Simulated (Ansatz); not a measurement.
# Decaying states in the gap of Tl2GeBr3F3, part 2 of 3

A new crystal, Tl2GeBr3F3: structure, gap and complex bands. It is built by putting Br for part of the F in the Tl2GeF6 structure of space group P-3m1, with the volume rescaled by atomic radii. The parent structure comes from the Materials Project.

Ansatz 0.2.0; PBEsol DFT, plane waves, PAW files (the session's first sound run).

So far. Step 2 (Relaxing the new crystal): The largest force component on a free atom ends at 0.0061 eV/Å.

The structure was built from a prototype and need not be the compound's stable phase.

## (3) Band edges

The energy window and the wavevectors of the next steps follow from the band edges, so these are searched first, off the mesh as well.

The input, input.yaml:

```yaml
crystal:
  lattice:
    - [7.0996935473, -0.018021247, 0.2701551542]
    - [-3.5654536314, 5.4564975674, 0.4759318406]
    - [0.2224784682, 0.5810212286, 5.8158169615]
  atoms:
    - { symbol: Tl, position: [0.271260162, 0.6085502555, 0.2860681542] }
    - { symbol: Tl, position: [0.6218271394, 0.3626308562, 0.6696281493] }
    - { symbol: Ge, position: [0.0042325094, 0.0112039514, 0.0140013957] }
    - { symbol: F, position: [0.9375933606, 0.1932057099, 0.1624328841] }
    - { symbol: Br, position: [0.1116733657, 0.7604922016, 0.8210805231] }
    - { symbol: F, position: [0.8446372783, 0.747939075, 0.258108061] }
    - { symbol: F, position: [0.1810048281, 0.2726842082, 0.7670150394] }
    - { symbol: Br, position: [0.3578115834, 0.1754037297, 0.1976542445] }
    - { symbol: Br, position: [0.669959773, 0.8678900124, 0.8240115486] }
kpoints:
  mp_grid: { grid: [4, 4, 4] }
  band_path: { path: [VBM, CBM], npoints: 30 }
scf:
  occupations: { method: fixed }
hamiltonian:
  xc: pbesol
output:
  eigenvalues: true
  write_potential: true
  write_density: true
  volumetric_format: npy
  elf: true
```

On the command line:

```bash
ansatz run input.yaml --threads 2 --pin off --max-ram 4096MiB --backend cpu --events-out ev --progress --plain --runs-dir out
```

Numbers of over 12 decimals in the logs are rounded to 6 here.

The program printed:

```text
[...]
Crystal: 9 atoms, lattice volume = 222.075 Å³
Basis set: ecut = 420 eV, 4319 PW (Γ)
Bands: 50, of which v1, the nominal top of the filled ones, is band 41 counted from 1 (40 counted from 0)
Symmetry: 1 space group operations
[...]
k-points: 36 of 64 (time reversal used)
[...]
SCF iter   1: F=—  HF=-37459.863008 eV  |F-HF|=—  |Δ(HF+E_count)|=         —  Δρ=6.91e-3  dr2=8.28e-2  ethr=1.77e-3  ⟨swp⟩=5.5  Hψ=5965  notcnv=0  defer=249
[...]
SCF iter   9: F=-37459.840770 eV  HF=-37459.840770 eV  |F-HF|=1.30e-8  |Δ(HF+E_count)|=   9.90e-8  Δρ=1.90e-6  dr2=1.25e-8  ethr=1.22e-10  ⟨swp⟩=12.2  Hψ=6504  notcnv=0
SCF 1 converged in 9 iterations: F = -37459.840770 eV  dr2 = 1.25e-8
[...]
NSCF: frozen V_eff on 112 k-points
[...]
SCF converged after 9 iterations
Free energy (F): -37459.840770 eV
[...]
Internal energy: -37459.840770 eV  (E = F + TS)
E sigma→0 (E₀):  -37459.840770 eV
Fermi energy:    3.184053 eV
[...]
--- Band table (eV; the first three rows and the last of 36) ---
  k-point 0: bands = [... 37 lower, 2.1028, 2.4334, 2.7133, 2.9012, 5.9345, 7.8632, 8.5137, 8.8255, ... 5 higher]
  k-point 1: bands = [... 37 lower, 2.2644, 2.5718, 2.7677, 2.9751, 5.8729, 7.6797, 8.1495, 8.6617, ... 5 higher]
  k-point 2: bands = [... 37 lower, 2.3293, 2.7236, 2.7729, 3.1496, 5.8551, 7.5173, 7.7222, 8.4111, ... 5 higher]
  k-point 35: bands = [... 37 lower, 2.4791, 2.6657, 2.9787, 3.1841, 6.3887, 7.4238, 7.6931, 8.1496, ... 5 higher]
```

The job ended after 4.2 min (2 threads of Arm Neoverse V1, shared host; peak memory 0.96 GiB).

Reading the cycles: dr2 is the Hartree energy of the density residual (eV), the measure of convergence; HF is the Harris–Foulkes estimate of the energy, which meets the free energy F at convergence.

This step gave:

| Quantity | Value |
| --- | --- |
| free energy | -37459.8408 eV |
| Fermi energy | 3.184 eV |
| gap on the k-mesh | 2.671 eV |
| gap on path | 2.610 eV, by band count; negative where bands overlap |
| direct gap on path | 2.734 eV |
| edge places on path | 0, 0.8952 1/A along the path |

The electronic bands at the labelled points (eV, zero at the Fermi level (highest filled level under fixed occupations); # counts the bands kept):

```csv
point,#17,#18,#19,#20,#21,#22,#23,#24
VBM,-0.68,-0.56,-0.34,0.05,3.10,4.13,4.69,5.07
halfway,-0.91,-0.74,-0.50,-0.33,2.87,4.49,5.31,5.43
CBM,-0.86,-0.52,-0.42,-0.07,2.66,4.39,4.70,5.30
```

Valence density in the ac plane at fractional y = 0.175, with atoms of F and Br within 0.2 Å of it. It is the smooth field of the valence electrons, not physical close to the nuclei.

Ten steps, logarithmic in the rise over the least value, from '_' (0.01 × 1e0 e/Å³) to '@' (9.22 × 1e0 e/Å³), each cell a mean:
```
----==--::....::::....____________....::
::==++==--................__________....
--++****==::......::::::::..__________..
::++####++::....::--==--::........____..
..--++++--......::--====--::....________
__..::::....__..::--------....__________
________________..::::::::..____________
________________..........______________
__________..........____________________
________..::------::..__________________
..____..::==++++==--::__________..::--::
==::..::--++++==++==--..________::++##**
**--..::==++==::==++--..______..==##@@@@
**--::::--++++==++++--..______..==##@@@@
++--::::--==++++++==::..________::++####
--------::----------..__________..::--==
```
Columns run along a (7.1 Å), rows up along c (5.8 Å). Atoms in or near the plane, at fractional coordinates: F at (0.94, 0.16), Br at (0.36, 0.20).

Electrostatic potential energy in the ac plane at fractional y = 0.175, with atoms of F and Br within 0.2 Å of it. With pseudopotentials it is smooth inside the atoms' cores, unlike the true potential.

Values in eV, 9 rows by 16 columns, each cell a mean:
```
 -2  -8  -5   3   7   7   7   7   7   7   8   9   9   9   8   5
  5 -10 -20   0   8   8   6   3   1   2   6   8   9   9   9   8
  9   3  -3   5   9   8   5  -1  -7  -3   3   7   8   9   9   9
 10  10  10  10  10   9   7   4   1   2   5   8   9   9  10  10
 10  10  10  10   9   9   8   7   7   7   8   9   9  10  10  10
 10  10   9   8   3  -4  -1   5   8   9   9  10  10  10  10  10
  5   9   8   3 -31 -50 -48 -22   5   9  10  10  10   6 -12 -13
-12   4   5   2 -31 -50 -50 -30   4   9  10  10  10  -2 -34 -39
 -4  -8  -4   2   1 -10 -11   1   7   9   9  10  10   9  -1  -7
```
Columns run along a (7.1 Å; values clipped at the 3rd and 97th percentile), rows up along c (5.8 Å). Atoms in or near the plane, at fractional coordinates: F at (0.94, 0.16), Br at (0.36, 0.20).

ELF in the ac plane at fractional y = 0.175, with atoms of F and Br within 0.2 Å of it. It is the smooth field of the valence electrons, not physical close to the nuclei.

Ten even steps from '0' (0.00) to '9' (0.88), each cell a mean:
```
12221124321000000011
24653100111110010000
37886200123321012100
37887301244432113200
26886201344432112200
03553001244432111200
00110000134432100000
00000000012332000000
00002454210010000000
00026899852000000121
30038999986200003566
72048953698510026899
83148810299620037978
84148941599620037977
63236888998510015888
32223578985200001455
```
Columns run along a (7.1 Å), rows up along c (5.8 Å). Atoms in or near the plane, at fractional coordinates: F at (0.94, 0.16), Br at (0.36, 0.20).

The searched edges give 2.61 eV, under the 2.67 eV of the mesh, which misses an edge.

## (4) Decaying states in the gap, plane (100)

This step: PBEsol DFT, plane waves, PAW files; complex bands by layer matching along the plane's normal (Ansatz 0.2.0).

The same crystal is laid in a cell whose first two vectors span the (100) plane (indices of the standard conventional cell, whose axes can be ordered otherwise than in the bulk input). At fixed energy and wavevector in the plane the solver finds all kz, real and complex. A few wavevectors are listed, (0, 0) and (0.3542, -0.0521) in units of the plane's reciprocal vectors; the slowest state needn't be among them.

The input, input.yaml:

```yaml
crystal:
  lattice:
    - [7.10485447, 0.0, 0.0]
    - [3.546247366, 5.481665066, 0.0]
    - [0.44198388, 1.22551882, 5.702066567]
  atoms:
    - { symbol: Tl, position: [0.6627099065, 0.6085502555, 0.2860681542] }
    - { symbol: Tl, position: [0.2591962832, 0.3626308562, 0.6696281493] }
    - { symbol: Ge, position: [0.993028558, 0.0112039514, 0.0140013957] }
    - { symbol: F, position: [0.7443876507, 0.1932057099, 0.1624328841] }
    - { symbol: Br, position: [0.3511811641, 0.7604922016, 0.8210805231] }
    - { symbol: F, position: [0.0966982033, 0.747939075, 0.258108061] }
    - { symbol: F, position: [0.9083206199, 0.2726842082, 0.7670150394] }
    - { symbol: Br, position: [0.1824078537, 0.1754037297, 0.1976542445] }
    - { symbol: Br, position: [0.8020697606, 0.8678900124, 0.8240115486] }
kpoints:
  mp_grid: { grid: [4, 4, 4] }
scf:
  occupations: { method: fixed }
hamiltonian:
  xc: pbesol
output:
  eigenvalues: true
  transmission:
    leads: [[0, 0]]
    kpoints: [[0.0, 0.0], [0.3542, -0.0521]]
    e_range: [-1.0, 3.61]
    de: 0.09
```

The program printed:

```text
[...]
Crystal: 9 atoms, lattice volume = 222.075 Å³
Basis set: ecut = 420 eV, 4319 PW (Γ)
Bands: 50, of which v1, the nominal top of the filled ones, is band 41 counted from 1 (40 counted from 0)
Symmetry: 1 space group operations
[...]
k-points: 36 of 64 (time reversal used)
[...]
SCF iter   1: F=—  HF=-37459.862996 eV  |F-HF|=—  |Δ(HF+E_count)|=         —  Δρ=6.91e-3  dr2=8.28e-2  ethr=1.77e-3  ⟨swp⟩=5.5  Hψ=5963  notcnv=0  defer=249
[...]
SCF iter   9: F=-37459.840755 eV  HF=-37459.840755 eV  |F-HF|=1.32e-8  |Δ(HF+E_count)|=   9.78e-8  Δρ=1.89e-6  dr2=1.25e-8  ethr=1.22e-10  ⟨swp⟩=12.1  Hψ=6516  notcnv=0
SCF 1 converged in 9 iterations: F = -37459.840755 eV  dr2 = 1.25e-8
[...]
transmission: 10 of 20 steps passed
transmission: 20 of 20 steps passed
SCF converged after 9 iterations
Free energy (F): -37459.840755 eV
[...]
Internal energy: -37459.840755 eV  (E = F + TS)
E sigma→0 (E₀):  -37459.840755 eV
Fermi energy:    3.184055 eV
[...]
--- Band table (eV; the first three rows and the last of 36) ---
  k-point 0: bands = [... 37 lower, 2.1028, 2.4334, 2.7133, 2.9012, 5.9344, 7.8632, 8.5138, 8.8255, ... 5 higher]
  k-point 1: bands = [... 37 lower, 2.2644, 2.5718, 2.7677, 2.9751, 5.8728, 7.6797, 8.1495, 8.6617, ... 5 higher]
  k-point 2: bands = [... 37 lower, 2.3292, 2.7236, 2.7729, 3.1496, 5.8550, 7.5173, 7.7222, 8.4111, ... 5 higher]
  k-point 35: bands = [... 37 lower, 2.0977, 2.6020, 2.8968, 3.0037, 6.3399, 7.8079, 8.0513, 8.7235, ... 5 higher]
--- Transmission ---
  basis      : 333 plane waves across, 10 finite elements along
  points     : 2, as listed
  energies   : 52 from -1.000000 to 3.590000 eV about the Fermi level, 0.090000 eV apart; the leads are filled to 1.335497 eV, and channels, transmission and decay are at 1.340000 eV
  crystal 0  : Tl2F3Br3Ge1, at the sites [0, 0], period 5.7021 Å: whole cells are its period
    offset         : up to 0.0000 Å between an atom of the period and one for which it stands
    channels       : 0.000000e0 a spin
    conductance    : none, the energies end too early or step too widely for 300 K: set another output.transmission.e_range or a lower de, or, where they end at an eighth of basis.ecutwfc, a higher one
    slowest decay  : 0.3179 /Å at (0.0000, 0.0000)
```

Elapsed: 2.4 min, on 2 threads; peak memory 1.3 GiB; 4.1 min of CPU time.

Numbers from this step:

```yaml
level_to_which_the_leads_are_filled: 1.335 eV from the Fermi level
decay_constant_at_the_filling_level_zone_centre: 0.3179 Å⁻¹
decay_constant_at_the_filling_level_slowest_listed_point: 0.3179 Å⁻¹
```

K parallel (0, 0); values up to 1.5 1/Å, a degenerate pair printed once or twice; energies at which all values exceed this have no row. The Im kz of the slowest decaying states by energy, zero at the highest filled level on the SCF mesh:

```
energy (eV)  decay 1 (Å⁻¹)  decay 2 (Å⁻¹)  decay 3 (Å⁻¹)  decay 4 (Å⁻¹)
      -1.00          0.214          0.304          0.379          0.403
      -0.82          0.151          0.188          0.336          0.404
      -0.64          0.181          0.396          0.431          0.672
      -0.46         0.0126          0.157          0.258          0.398
      -0.28          0.113          0.174          0.440          0.485
      -0.10          0.197          0.310          0.464          0.535
      -0.01          0.141          0.332          0.475          0.544
       0.08          0.194          0.349          0.484          0.552
       0.26          0.245          0.371          0.501          0.567
       0.44          0.274          0.387          0.515          0.581
       0.62          0.293          0.397          0.526          0.592
       0.80          0.305          0.403          0.535          0.602
       0.98          0.313          0.406          0.541          0.610
       1.16          0.317          0.407          0.546          0.618
       1.43          0.317          0.403          0.549          0.627
       1.61          0.313          0.397          0.549          0.632
       1.79          0.305          0.389          0.547          0.636
       1.97          0.293          0.378          0.544          0.640
       2.15          0.275          0.362          0.539          0.643
       2.33          0.249          0.341          0.531          0.646
       2.51          0.200          0.310          0.522          0.649
       2.69          0.105          0.246          0.510          0.653
       2.87          0.207          0.228          0.494          0.643
       3.05          0.231          0.269          0.476          0.596
       3.23          0.241          0.288          0.453          0.571
       3.41          0.243          0.297          0.427          0.550
       3.59          0.239          0.299          0.395          0.531
```

K parallel (0.3542, -0.0521); values up to 1.5 1/Å, a degenerate pair printed once or twice; energies at which all values exceed this have no row. Table of Im kz of the slowest decaying states by energy, zero at the highest filled level on the SCF mesh:

```
energy (eV)  decay 1 (Å⁻¹)  decay 2 (Å⁻¹)  decay 3 (Å⁻¹)  decay 4 (Å⁻¹)
      -1.00          0.194          0.232          0.232          0.419
      -0.82          0.159          0.288          0.355          0.407
      -0.64         0.0838          0.339          0.345          0.367
      -0.46          0.155          0.158          0.473          0.482
      -0.28          0.120          0.133          0.532          0.561
      -0.10          0.107          0.184          0.550          0.563
      -0.01          0.186          0.276          0.556          0.563
       0.08         0.0803          0.230          0.330          0.560
       0.26          0.194          0.285          0.404          0.561
       0.44          0.249          0.323          0.468          0.550
       0.62          0.286          0.349          0.517          0.539
       0.80          0.314          0.369          0.504          0.572
       0.98          0.336          0.384          0.498          0.568
       1.16          0.353          0.395          0.491          0.563
       1.43          0.371          0.405          0.479          0.556
       1.61          0.378          0.408          0.469          0.551
       1.79          0.383          0.408          0.457          0.544
       1.97          0.385          0.405          0.442          0.537
       2.15          0.384          0.399          0.424          0.529
       2.33          0.379          0.387          0.402          0.522
       2.51          0.367          0.370          0.374          0.516
       2.69          0.335          0.336          0.357          0.512
       2.87          0.272          0.285          0.336          0.509
       3.05          0.150          0.307          0.506          0.510
       3.23          0.196          0.255          0.301          0.502
       3.41          0.265          0.282          0.301          0.494
       3.59          0.285          0.288          0.290          0.457
```

At the listed wavevectors the last open channel is at -0.01 eV and the next at +2.69 eV on the grid. At +1.34 eV, the grid energy nearest the filling level (the middle of the gap on the SCF mesh), the slowest state at the listed wavevectors decays with κ = 0.318 Å⁻¹, its amplitude falling by e over 3.1 Å. Through 1 nm of this crystal that state's transmission falls by exp(−2 × 0.318 Å⁻¹ × 10 Å) = 0.0017.

## (5) Complex bands, plane (010)

The same for the (010) plane, at (0, 0) and (0, 0.3698), to see how the decay depends on direction.

The input, input.yaml:

```yaml
crystal:
  lattice:
    - [6.535467575, 0.0, 0.0]
    - [0.787248452, 5.795778562, 0.0]
    - [2.666825384, 1.067296422, 5.862886916]
  atoms:
    - { symbol: Tl, position: [0.3372900935, 0.2860681542, 0.271260162] }
    - { symbol: Tl, position: [0.7408037168, 0.6696281493, 0.6218271394] }
    - { symbol: Ge, position: [0.006971442, 0.0140013957, 0.0042325094] }
    - { symbol: F, position: [0.2556123493, 0.1624328841, 0.9375933606] }
    - { symbol: Br, position: [0.6488188359, 0.8210805231, 0.1116733657] }
    - { symbol: F, position: [0.9033017967, 0.258108061, 0.8446372783] }
    - { symbol: F, position: [0.0916793801, 0.7670150394, 0.1810048281] }
    - { symbol: Br, position: [0.8175921463, 0.1976542445, 0.3578115834] }
    - { symbol: Br, position: [0.1979302394, 0.8240115486, 0.669959773] }
kpoints:
  mp_grid: { grid: [4, 4, 4] }
scf:
  occupations: { method: fixed }
hamiltonian:
  xc: pbesol
output:
  eigenvalues: true
  transmission:
    leads: [[0, 0]]
    kpoints: [[0.0, 0.0], [0.0, 0.3698]]
    e_range: [-1.0, 3.61]
    de: 0.12
```

The program printed:

```text
[...]
Crystal: 9 atoms, lattice volume = 222.075 Å³
Basis set: ecut = 420 eV, 4319 PW (Γ)
Bands: 50, of which v1, the nominal top of the filled ones, is band 41 counted from 1 (40 counted from 0)
Symmetry: 1 space group operations
[...]
k-points: 36 of 64 (time reversal used)
[...]
SCF iter   1: F=—  HF=-37459.862985 eV  |F-HF|=—  |Δ(HF+E_count)|=         —  Δρ=6.92e-3  dr2=8.28e-2  ethr=1.77e-3  ⟨swp⟩=5.5  Hψ=5970  notcnv=0  defer=249
[...]
SCF iter   9: F=-37459.840756 eV  HF=-37459.840756 eV  |F-HF|=1.26e-8  |Δ(HF+E_count)|=   9.98e-8  Δρ=1.91e-6  dr2=1.25e-8  ethr=1.22e-10  ⟨swp⟩=12.1  Hψ=6537  notcnv=0
SCF 1 converged in 9 iterations: F = -37459.840756 eV  dr2 = 1.25e-8
[...]
transmission: 11 of 22 steps passed
transmission: 22 of 22 steps passed
SCF converged after 9 iterations
Free energy (F): -37459.840756 eV
[...]
Internal energy: -37459.840756 eV  (E = F + TS)
E sigma→0 (E₀):  -37459.840756 eV
Fermi energy:    3.184053 eV
[...]
--- Band table (eV; the first three rows and the last of 36) ---
  k-point 0: bands = [... 37 lower, 2.1028, 2.4334, 2.7133, 2.9012, 5.9345, 7.8632, 8.5137, 8.8255, ... 5 higher]
  k-point 1: bands = [... 37 lower, 2.1896, 2.3583, 2.7302, 2.8931, 6.0888, 7.5368, 8.4472, 8.7229, ... 5 higher]
  k-point 2: bands = [... 37 lower, 2.2080, 2.3300, 2.6621, 3.0366, 6.3092, 7.3733, 7.7526, 8.4797, ... 5 higher]
  k-point 35: bands = [... 37 lower, 2.7106, 2.7872, 2.9750, 2.9950, 6.1749, 7.3806, 7.9339, 8.1210, ... 5 higher]
--- Transmission ---
  basis      : 329 plane waves across, 11 finite elements along
  points     : 2, as listed
[...]
crystal 0  : Br3F3Ge1Tl2, at the sites [0, 0], period 5.8629 Å: whole cells are its period
[...]
channels       : 0.000000e0 a spin
[...]
slowest decay  : 0.3558 /Å at (0.0000, 0.0000)
```

Wall time 1.9 min (2 threads); peak memory 1.2 GiB; 3.3 min of CPU time.

Numbers from this step:

* decay constant at the filling level, zone centre: 0.3558 Å⁻¹
* decay constant at the filling level, slowest listed point: 0.3558 Å⁻¹

K parallel (0, 0); values up to 1.5 1/Å, a degenerate pair printed once or twice; energies at which all values exceed this have no row. Im kz of the slowest decaying states against energy, zero at the highest filled level on the SCF mesh:

```csv
energy (eV),decay 1 (Å⁻¹),decay 2 (Å⁻¹),decay 3 (Å⁻¹),decay 4 (Å⁻¹)
-1.00,0.112,0.213,0.294,0.423
-0.64,0.154,0.177,0.438,0.457
-0.40,0.0491,0.331,0.477,0.578
-0.04,0.164,0.264,0.420,0.542
0.32,0.274,0.370,0.480,0.585
0.68,0.320,0.442,0.519,0.603
0.92,0.338,0.496,0.533,0.601
1.28,0.356,0.501,0.598,0.622
1.64,0.364,0.469,0.611,0.654
1.88,0.365,0.445,0.625,0.644
2.24,0.360,0.396,0.599,0.638
2.60,0.310,0.345,0.564,0.621
2.96,0.314,0.394,0.540,0.616
3.20,0.128,0.272,0.396,0.526
3.56,0.222,0.385,0.507,0.581
```

K parallel (0, 0.3698); values up to 1.5 1/Å, a degenerate pair printed once or twice; energies at which all values exceed this have no row. Im kz of the slowest decaying states against energy, zero at the highest filled level on the SCF mesh:

```csv
energy (eV),decay 1 (Å⁻¹),decay 2 (Å⁻¹),decay 3 (Å⁻¹),decay 4 (Å⁻¹)
-1.00,0.0807,0.166,0.241,0.368
-0.64,0.0363,0.180,0.231,0.320
-0.40,0.109,0.262,0.334,0.354
-0.04,0.251,0.431,0.446,0.452
0.32,0.315,0.326,0.449,0.489
0.68,0.365,0.420,0.441,0.523
0.92,0.383,0.423,0.446,0.539
1.28,0.405,0.421,0.445,0.512
1.64,0.393,0.439,0.448,0.475
1.88,0.337,0.431,0.461,0.489
2.24,0.255,0.414,0.462,0.499
2.60,0.103,0.387,0.455,0.498
2.96,0.338,0.441,0.487,0.595
3.20,0.129,0.270,0.427,0.476
3.56,0.209,0.313,0.400,0.450
```

At the listed wavevectors the last open channel is at -0.04 eV and the next at +2.72 eV on the grid. At +1.28 eV, the grid energy nearest the filling level (the middle of the gap on the SCF mesh), the slowest state at the listed wavevectors decays with κ = 0.356 Å⁻¹, its amplitude falling by e over 2.8 Å; the first such run, plane (100), gave 0.318 Å⁻¹.

(Continued in part 3 of 3.)

[Logs are printed without paths, hosts, clocks, repeated set-up lines and the standing remarks that a program may print on its own settings, such as how far it seeks lower states.]

[Hosts, paths, dates, database ids (printed as entryN), source tags and the programs' standing remarks are cut or masked in the printed files.]

[New means built here by substitution; the compound itself may be known and measured.]
